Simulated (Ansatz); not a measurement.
## How many bands does the GW gap of LiH (Fm-3m) need?

Aim: see how the G0W0 gap of LiH (Fm-3m) on PBE moves with empty bands and screening cutoff, and what each rung costs.

Calculated with Ansatz 0.2.0; G0W0 on PBE, plane waves, PAW.

The database entry behind the starting cell differs from later determinations by our own check (the deuteride, about 0.2 % short), so it need not match the best structure at ambient conditions.

### Step 1. The structure

The structure is cubic, space group Fm-3m (No. 225). The conventional cell has a = 4.074 Å, b = 4.074 Å, c = 4.074 Å, α = 90.00°, β = 90.00°, γ = 90.00°. Nearest to Li lie 6 H at 2.04 Å. Nearest to H lie 6 Li at 2.04 Å. Farther neighbours are not listed.

The cell and positions come from the Crystallography Open Database and are kept as given unless a step says otherwise. The default PAW set here is soft_2. Its files were made with PBE.

### Step 2. 17 empty bands, screening to 60 eV

G0W0 replaces the xc potential by the self-energy, built once from these orbitals. Only a window of levels is corrected, while the sums run over the empty bands that the input names.

input.yaml reads:

```yaml
crystal:
  lattice:
    - [0.0, 2.03675, 2.03675]
    - [2.03675, 0.0, 2.03675]
    - [2.03675, 2.03675, 0.0]
  atoms:
    - { symbol: Li, position: [0.0, 0.0, 0.0] }
    - { symbol: H, position: [0.5, 0.5, 0.5] }
kpoints:
  mp_grid: { grid: [6, 6, 6] }
hamiltonian:
  xc: pbe
scf:
  occupations: { method: fixed }
gw:
  n_empty_bands: 17
  ecut_chi: 60
  qp_bands: [v2, c2]
  qp_kpoints: band_edges
  screening: { model: contour_deformation }
```

Run with:

```
> ansatz run input.yaml --threads 3 --pin off --max-ram 92160MiB --backend cuda --events-out ev --progress --plain --runs-dir out --devices 1 --max-vram 13GiB  # rebuilt from the run's record
```

Numbers of over 12 decimals in the logs are rounded to 6 here.

Log:

```text
GPUs: using 1 of 1 available (devices: 1).
Engine: ansatz 0.2.0, x86_64-unknown-linux-gnu
Pseudopotentials: kind: paw
Pseudopotential: Li, paw, valence charge 3, recommended cutoff 420 eV (normal), Li.paw.azcp
Pseudopotential: H, paw, valence charge 1, recommended cutoff 420 eV (normal), H.paw.azcp
Functional definition: PBE
  parameter kappa = 0.804
  parameter beta = 0.066725
  exchange = pbe_x(kappa = kappa, mu = beta*pi^2/3)
  correlation = pbe_c(beta = beta)
device memory: the entry about to start is reckoned to put 0.3 GiB on a device that reports 38.2 GiB free (of which the cap on the GPU budget leaves the run 13.0 GiB)
GPU FFT provider: cuFFT
GPU libraries: cuBLAS 13.8.2, cuFFT 12.4.0, cuSOLVER 12.3.4
Crystal: 2 atoms, lattice volume = 16.898 Å³
Basis set: ecut = 420 eV, 331 PW (Γ)
Bands: 6, of which v1, the nominal top of the filled ones, is band 2 counted from 1 (1 counted from 0)
Symmetry: 48 space group operations
Space group: Fm-3m (ITA 225), of the structure as read, at distance tolerance 2.6e-5 Å
k-points: 16 of 216
Non-local potential: Li, projectors of the file, l = 0: 3, l = 1: 2, l = 2: 1
Non-local potential: H, projectors of the file, l = 0: 2, l = 1: 1
PAW form: soft (Blöchl's): semilocal exchange-correlation on the pseudo side does not see the compensation charge
PAW one-centre angular grid: Li, 110 points (default); XC on 64 Gauss nodes
PAW one-centre angular grid: H, 110 points (default); XC on 64 Gauss nodes
Initial density: superposition of atomic densities (neutral atoms: chi_scale 0, normalization atom), corrected by the library's trained network
Initial wavefunctions: pseudopotential atomic-orbital guess
GPU buffer pool allocated for 8000 grid points (all kernels)
GPU transforms: local potential and band sums: pruned to the plane-wave sphere, on 18×20×20
Functional: x = pbe(κ = 0.804, μ = 0.219515), c = pbe(β = 0.066725)
SCF iter   1: F=—  HF=-221.386512 eV  |F-HF|=—  |Δ(HF+E_count)|=         —  Δρ=8.47e-4  dr2=5.58e-5  ethr=1.77e-3  ⟨swp⟩=4.0  Hψ=746  notcnv=0  defer=22
preconditioner: auto → none  [insulator: Δε(μ)=3.006 eV  Ē_g=13.708 eV  n_scr=0 (ndim 8)  ℏωp=12.8 eV  f_vac=0.000  ε∞_Penn≈1.9]
SCF iter   2: F=—  HF=-221.386540 eV  |F-HF|=—  |Δ(HF+E_count)|=   2.74e-5  Δρ=3.70e-4  dr2=9.58e-6  ethr=1.40e-6  ⟨swp⟩=2.0  Hψ=259  notcnv=0  defer=27
SCF iter   3: F=—  HF=-221.386558 eV  |F-HF|=—  |Δ(HF+E_count)|=   1.88e-5  Δρ=5.34e-5  dr2=3.03e-7  ethr=2.39e-7  ⟨swp⟩=2.0  Hψ=146  notcnv=0  defer=27
iter 4 did not close the SCF: its close was put off for the readings that it lacked (scf_convergence_deferred on its scf_iter line)
SCF iter   4: F=-221.386559 eV  HF=-221.386559 eV  |F-HF|=3.27e-10  |Δ(HF+E_count)|=   7.41e-7  Δρ=3.25e-6  dr2=7.24e-10  ethr=7.59e-9  ⟨swp⟩=2.0  Hψ=112  notcnv=0  defer=27
iter 5 did not close the SCF: its close was put off for the readings that it lacked (scf_convergence_deferred on its scf_iter line)
SCF iter   5: F=-221.386559 eV  HF=-221.386559 eV  |F-HF|=3.24e-11  |Δ(HF+E_count)|=  9.62e-11  Δρ=5.31e-7  dr2=4.01e-11  ethr=1.81e-11  ⟨swp⟩=2.0  Hψ=127  notcnv=0  defer=27
SCF iter   6: F=-221.386559 eV  HF=-221.386559 eV  |F-HF|=2.84e-13  |Δ(HF+E_count)|=  4.02e-11  Δρ=9.18e-8  dr2=1.45e-12  ethr=1.00e-12  ⟨swp⟩=3.2  Hψ=481  notcnv=0
SCF 1 converged in 6 iterations: F = -221.386559 eV  dr2 = 1.45e-12
  greatest PAW one-centre occupation: 1.000 electrons in one spin orbital (limit 2), on the Li atom at site 0 (counted from 0), in its partial waves of l = 0
device memory: the entry about to start is reckoned to put 0.4 GiB on a device that reports 38.2 GiB free (of which the cap on the GPU budget leaves the run 13.0 GiB)
NSCF: frozen V_eff on 16 k-points, pencils in batches of 32, up to order 24
the band table was solved once the SCF had ended and its energy, with any forces and stress, was formed, with the checks that follow a solve (784 applications of the Hamiltonian). They found nothing against the state; the energy, forces and stress were not computed again (output.eigenvalues in the input reference)
device memory: the entry about to start is reckoned to put 0.4 GiB on a device that reports 38.2 GiB free (of which the cap on the GPU budget leaves the run 13.0 GiB)
NSCF: frozen V_eff on 16 k-points, pencils in batches of 32, up to order 96
G₀W₀ screening: q 1/16
[... further progress lines ...]
device memory: the entry about to start is reckoned to put 0.2 GiB on a device that reports 38.9 GiB free (of which the cap on the GPU budget leaves the run 13.0 GiB)
NSCF: frozen V_eff on 1 k-points
device memory: the entry about to start is reckoned to put 0.2 GiB on a device that reports 39.4 GiB free (of which the cap on the GPU budget leaves the run 13.0 GiB)
NSCF: frozen V_eff on 1 k-points
SCF converged after 6 iterations
Free energy (F): -221.386559 eV
Harris-Foulkes:  -221.386559 eV  (|F-HF|=2.84e-13)
Internal energy: -221.386559 eV  (E = F + TS)
E sigma→0 (E₀):  -221.386559 eV
Fermi energy:    0.486615 eV
--- Per-component energies (eV) ---
  E_band       = -91.085351
  E_kinetic    = 35.610486
  E_local      = -126.384971  (includes V_loc(G=0)·N_el)
  E_nonlocal   = -31.778319
  E_hartree    = 35.369673
  E_xc         = -20.075558
  E_vxc        = -25.909943  (∫ρ·V_xc dr)
  E_paw        = -21.533923  (= ΣΔE_a)
  E_vpaw       = -13.360923  (= ΣTr[D̂ρ^β])
  E_aug_tail   = -0.001032  (compensation charges beyond the density's cutoff)
  E_ewald      = -92.592916
  E_smearing   = -0.000000  (= −TS)
  E_closure    = 0.000000  (closes the sum)
  Σ components = -221.386559   (vs F -221.386559, Δ=0.00e0)
--- Band table (eV; the first three rows and the last of 16) ---
  k-point 0: bands = ["-43.8346", "-4.7725", "15.9654", "17.8816", "17.8816", "17.8816"]
  k-point 1: bands = ["-43.8250", "-4.2936", "12.6082", "16.0174", "17.0993", "17.0993"]
  k-point 2: bands = ["-43.8058", "-3.0064", "7.6144", "14.3573", "16.4977", "16.4977"]
  k-point 15: bands = ["-43.7842", "0.3317", "4.4917", "7.4119", "11.6767", "17.4415"]
--- G₀W₀: contour deformation, 6 samples at zero and on the imaginary axis and 6 off it, 216 q-points, 17 empty bands' worth ---
  eigenvalues of the whole cell's RPA ε∞ on this k-mesh (on a slab, of 1 + 4πα/V) = 4.1891, 4.1891, 4.1891; static W/v taken at q = 0 is 0.238715
  bands read: the sum over 19 bands ends inside a degenerate multiplet in 1 slot, whose members it reads at an even weight; the widest, k=12: bands 19 to 20 (counted from 1) at 1/2 each
  gw.qp_kpoints: band_edges: 4 of 16 stored k-points solved, in 1 pass; an edge of the gap read off the rows below is read off those points alone
    valence top: of the k-points left out ik 10 came nearest to being solved in a further pass, in band 2 (counted from 1, as in the quasiparticle table): it holds the edge there only if its correction is more favourable than any solved in that band by at least 1.022 eV; those differ by 0.163 eV
    conduction bottom: of the k-points left out ik 10 came nearest to being solved in a further pass, in band 3 (counted from 1, as in the quasiparticle table): it holds the edge there only if its correction is more favourable than any solved in that band by at least 1.635 eV; those differ by 0.098 eV
  `?` marks the rows in doubt; gw_qp.tsv's column doubts and the gw_qp event give each row's grounds
    ik  band        ε_KS         Σx   Σc(E_QP)       V_xc       Z   E_QP_lin       E_QP  E_QP is
     3     1    -43.7962   -44.6433     8.7130   -28.9166  0.7494   -51.9335   -50.8098  root ?
     3     2     -2.0030   -14.3557     3.1346   -10.0584  0.7308    -3.2029    -3.1657  root
     3     3      5.2774    -4.1800    -3.7132    -8.4763  0.7903     5.8662     5.8604  root
     3     4     13.7398    -3.6065    -5.5309    -9.9175  0.7501    14.5770    14.5198  root
    11     1    -43.7872   -44.6619     8.7159   -28.9339  0.7496   -51.9272   -50.7992  root ?
    11     2     -0.5315   -14.2012     2.5579   -10.5845  0.7528    -1.6139    -1.5903  root
    11     3      5.4773    -3.1246    -3.8343    -7.6399  0.7892     6.1667     6.1583  root
    11     4      7.5748    -4.0403    -4.0678    -8.7983  0.7693     8.2768     8.2650  root
    12     1    -43.7844   -44.6691     8.7169   -28.9389  0.7496   -51.9261   -50.7977  root ?
    12     2      0.4866   -14.6836     2.3375   -11.3458  0.7624    -0.5319    -0.5136  root
    12     3      3.5049    -3.6287    -3.3759    -7.6097  0.7990     4.1154     4.1099  root
    12     4     11.0677    -2.6164    -4.6914    -8.1689  0.7500    11.9367    11.9288  root
    15     1    -43.7842   -44.6683     8.7156   -28.9395  0.7496   -51.9253   -50.7974  root ?
    15     2      0.3317   -14.5565     2.3777   -11.1757  0.7610    -0.6902    -0.6714  root
    15     3      4.4917    -3.3645    -3.6110    -7.6245  0.7950     5.1476     5.1407  root
    15     4      7.4119    -2.7986    -4.1865    -7.6980  0.7734     8.1368     8.1247  root
```

Elapsed: 7.8 s, on 1 × NVIDIA H100 80GB HBM3 (shared by 6 runs) with 3 threads of AMD EPYC 7R13 (Zen 3), shared host; peak memory 0.98 GiB.

Reading the cycles: dr2 is the Hartree energy of the density residual (eV), the measure of convergence; HF is the Harris–Foulkes estimate of the energy, which meets the free energy F at convergence.

This step gave:

- bands summed: 19
- RPA ε∞ on this mesh (eigenvalues): 4.189, 4.189, 4.189
- plane waves in the screening matrix: 15
- q-points in the mesh: 216
- G0W0 gap on the mesh: 4.624 eV
- k of the valence top: 0, -0.5, -0.5
- k of the conduction bottom: 0, -0.5, -0.5
- starting gap on the mesh: 3.018 eV
- Z at the valence top: 0.7624
- Z at the conduction bottom: 0.7990
- least direct G0W0 gap on the computed points: 4.624 eV

The gap on the mesh goes from 3.02 eV to 4.62 eV, a correction of +1.61 eV. Between the two edge states, bare exchange in place of the xc potential would open the gap by 7.32 eV, and correlation takes back 5.71 eV.

### Step 3. 50 empty bands, screening to 120 eV

Another rung: the empty bands reach about as high as the screening cutoff, so the two stay in balance.

input.yaml: that of step 2 with these lines changed.

```diff
@@ -15,4 +15,4 @@
 gw:
-  n_empty_bands: 17
-  ecut_chi: 60
+  n_empty_bands: 50
+  ecut_chi: 120
   qp_bands: [v2, c2]
```

Log:

```text
GPUs: using 1 of 1 available (devices: 1).
[...]
GPU FFT provider: cuFFT
GPU libraries: cuBLAS 13.8.2, cuFFT 12.4.0, cuSOLVER 12.3.4
Crystal: 2 atoms, lattice volume = 16.898 Å³
Basis set: ecut = 420 eV, 331 PW (Γ)
Bands: 6, of which v1, the nominal top of the filled ones, is band 2 counted from 1 (1 counted from 0)
Symmetry: 48 space group operations
[...]
k-points: 16 of 216
[...]
GPU buffer pool allocated for 8000 grid points (all kernels)
[...]
SCF iter   1: F=—  HF=-221.386512 eV  |F-HF|=—  |Δ(HF+E_count)|=         —  Δρ=8.47e-4  dr2=5.58e-5  ethr=1.77e-3  ⟨swp⟩=4.0  Hψ=746  notcnv=0  defer=22
[...]
SCF iter   6: F=-221.386559 eV  HF=-221.386559 eV  |F-HF|=2.84e-13  |Δ(HF+E_count)|=  4.02e-11  Δρ=9.18e-8  dr2=1.45e-12  ethr=1.00e-12  ⟨swp⟩=3.2  Hψ=481  notcnv=0
SCF 1 converged in 6 iterations: F = -221.386559 eV  dr2 = 1.45e-12
[...]
NSCF: frozen V_eff on 16 k-points, pencils in batches of 32, up to order 24
[...]
NSCF: frozen V_eff on 16 k-points
G₀W₀ screening: q 1/16
[... further progress lines ...]
[...]
SCF converged after 6 iterations
Free energy (F): -221.386559 eV
[...]
Internal energy: -221.386559 eV  (E = F + TS)
E sigma→0 (E₀):  -221.386559 eV
Fermi energy:    0.486615 eV
[...]
--- Band table (eV; the first three rows and the last of 16) ---
[...]
3     1    -43.7962   -44.6433     8.9688   -28.9166  0.7443   -51.5559   -50.5540  root ?
     3     2     -2.0030   -14.3557     2.9363   -10.0584  0.7279    -3.4178    -3.3640  root
     3     3      5.2774    -4.1800    -3.8151    -8.4763  0.7898     5.7624     5.7585  root
     3     4     13.7398    -3.6065    -5.8373    -9.9175  0.7392    14.2209    14.2135  root
    11     1    -43.7872   -44.6619     8.9680   -28.9339  0.7445   -51.5498   -50.5471  root ?
    11     2     -0.5315   -14.2012     2.3142   -10.5845  0.7489    -1.8715    -1.8340  root
    11     3      5.4773    -3.1246    -3.9529    -7.6399  0.7887     6.0453     6.0397  root
    11     4      7.5748    -4.0403    -4.2246    -8.7983  0.7679     8.1154     8.1082  root
    12     1    -43.7844   -44.6691     8.9688   -28.9389  0.7445   -51.5490   -50.5458  root ?
    12     2      0.4866   -14.6836     2.0492   -11.3458  0.7575    -0.8340    -0.8019  root
    12     3      3.5049    -3.6287    -3.4865    -7.6097  0.7986     4.0029     3.9993  root
    12     4     11.0677    -2.6164    -4.8597    -8.1689  0.7490    11.7677    11.7606  root
    15     1    -43.7842   -44.6683     8.9677   -28.9395  0.7445   -51.5481   -50.5453  root ?
    15     2      0.3317   -14.5565     2.0935   -11.1757  0.7562    -0.9883    -0.9556  root
    15     3      4.4917    -3.3645    -3.7256    -7.6245  0.7946     5.0307     5.0261  root
    15     4      7.4119    -2.7986    -4.3134    -7.6980  0.7729     8.0056     7.9978  root
```

Run time: 9.1 s. Hardware: 1 × NVIDIA H100 80GB HBM3 (shared by 6 runs) with 3 threads; peak memory 0.98 GiB; 10 s of CPU time.

This step gave:

```
bands summed                                 : 52
RPA ε∞ on this mesh (eigenvalues)            : 4.186, 4.186, 4.186
plane waves in the screening matrix          : 59
q-points in the mesh                         : 216
G0W0 gap on the mesh                         : 4.801 eV
k of the valence top                         : 0, -0.5, -0.5
k of the conduction bottom                   : 0, -0.5, -0.5
starting gap on the mesh                     : 3.018 eV
Z at the valence top                         : 0.7575
Z at the conduction bottom                   : 0.7986
least direct G0W0 gap on the computed points : 4.801 eV
```

Against the run with 6×6×6 mesh, 17 empty bands, screening to 60 eV, the gap moves by +0.18 eV.

### Step 4. 108 empty bands, screening to 200 eV

input.yaml: that of step 3 with these lines changed.

```diff
@@ -15,4 +15,4 @@
 gw:
-  n_empty_bands: 50
-  ecut_chi: 120
+  n_empty_bands: 108
+  ecut_chi: 200.0
   qp_bands: [v2, c2]
```

Log:

```text
GPUs: using 1 of 1 available (devices: 1).
[...]
GPU FFT provider: cuFFT
GPU libraries: cuBLAS 13.8.2, cuFFT 12.4.0, cuSOLVER 12.3.4
Crystal: 2 atoms, lattice volume = 16.898 Å³
Basis set: ecut = 420 eV, 331 PW (Γ)
Bands: 6, of which v1, the nominal top of the filled ones, is band 2 counted from 1 (1 counted from 0)
Symmetry: 48 space group operations
[...]
k-points: 16 of 216
[...]
12     3      3.5049    -3.6287    -3.5106    -7.6097  0.7985     3.9784     3.9752  root
    12     4     11.0677    -2.6164    -4.8950    -8.1689  0.7483    11.7325    11.7252  root
    15     1    -43.7842   -44.6683     9.2381   -28.9395  0.7390   -51.1488   -50.2749  root ?
    15     2      0.3317   -14.5565     1.9867   -11.1757  0.7551    -1.1019    -1.0624  root
    15     3      4.4917    -3.3645    -3.7506    -7.6245  0.7945     5.0053     5.0011  root
    15     4      7.4119    -2.7986    -4.3406    -7.6980  0.7727     7.9776     7.9706  root
[key lines of the parts left out:]
SCF converged after 6 iterations
Free energy (F): -221.386559 eV
Fermi energy:    0.486615 eV
```

Elapsed: 15 s, on 1 × NVIDIA H100 80GB HBM3 (shared by 6 runs) with 3 threads; peak memory 1 GiB.

This step gave:

```
bands summed                                 : 110
RPA ε∞ on this mesh (eigenvalues)            : 4.185, 4.185, 4.185
plane waves in the screening matrix          : 113
G0W0 gap on the mesh                         : 4.885 eV
k of the valence top                         : 0, -0.5, -0.5
k of the conduction bottom                   : 0, -0.5, -0.5
starting gap on the mesh                     : 3.018 eV
least direct G0W0 gap on the computed points : 4.885 eV
```

Against the run with 6×6×6 mesh, 50 empty bands, screening to 120 eV, the gap moves by +0.08 eV.

### Step 5. Changing the k mesh: 4×4×4 mesh, 50 empty bands, screening to 120 eV

A second mesh at equal bands and cutoff isolates the sampling error. Bands and cutoff differ from the step before, so it is read against an earlier run that matches them.

input.yaml, the sections that differ from step 4:

```yaml
kpoints:
  mp_grid: { grid: [4, 4, 4] }
gw:
  n_empty_bands: 50
  ecut_chi: 120
  qp_bands: [v2, c2]
  qp_kpoints: band_edges
  screening: { model: contour_deformation }
# crystal, hamiltonian, scf: as in step 4
```

Log:

```text
GPUs: using 1 of 1 available (devices: 1).
[...]
GPU FFT provider: cuFFT
GPU libraries: cuBLAS 13.8.2, cuFFT 12.4.0, cuSOLVER 12.3.4
Crystal: 2 atoms, lattice volume = 16.898 Å³
Basis set: ecut = 420 eV, 331 PW (Γ)
Bands: 6, of which v1, the nominal top of the filled ones, is band 2 counted from 1 (1 counted from 0)
Symmetry: 48 space group operations
[...]
k-points: 8 of 64
[...]
6     3      3.5104    -3.4568    -3.7311    -7.6018  0.7807     3.9278     3.9243  root
     6     4     11.0715    -2.5901    -4.9844    -8.1642  0.7230    11.6675    11.6613  root
     7     1    -43.7923   -44.6739     9.1812   -28.9396  0.7327   -51.3584   -50.3454  root ?
     7     2      0.2969   -14.6916     2.3511   -11.1284  0.7417    -0.9537    -0.9152  root
     7     3      5.7233    -3.0086    -4.1572    -7.6407  0.7721     6.2032     6.1980  root
     7     4      5.7233    -3.0086    -4.1572    -7.6407  0.7721     6.2032     6.1980  root
[key lines of the parts left out:]
SCF converged after 6 iterations
Free energy (F): -221.374750 eV
Fermi energy:    0.501723 eV
```

Wall time 5.4 s (1 × NVIDIA H100 80GB HBM3 (shared by 6 runs) with 3 threads); peak memory 0.95 GiB; 7.3 s of CPU time.

This step gave:

```
bands summed                                 : 52
RPA ε∞ on this mesh (eigenvalues)            : 5.128, 5.128, 5.128
plane waves in the screening matrix          : 59
G0W0 gap on the mesh                         : 4.645 eV
k of the valence top                         : 0, -0.5, -0.5
k of the conduction bottom                   : 0, -0.5, -0.5
starting gap on the mesh                     : 3.009 eV
least direct G0W0 gap on the computed points : 4.645 eV
```

Against the run with 6×6×6 mesh, 50 empty bands, screening to 120 eV, the gap moves by −0.16 eV.

(Part 1 of 2 ends here.)

[Paths, hosts, dates, memory and timing lines, banners, echoed tables and standing remarks are left out of the program output.]

[Logs are printed without paths, hosts, clocks, repeated set-up lines and the standing remarks that a program may print on its own settings, such as how far it seeks lower states.]

[Runs of the session that timed out or met a known fault of the program may be left out.]

[Cells called generated may have been cut or substituted from an entry of the Crystallography Open Database or the Materials Project.]

[Hosts, paths, dates, database ids (printed as entryN), source tags and the programs' standing remarks are cut or masked in the printed files.]
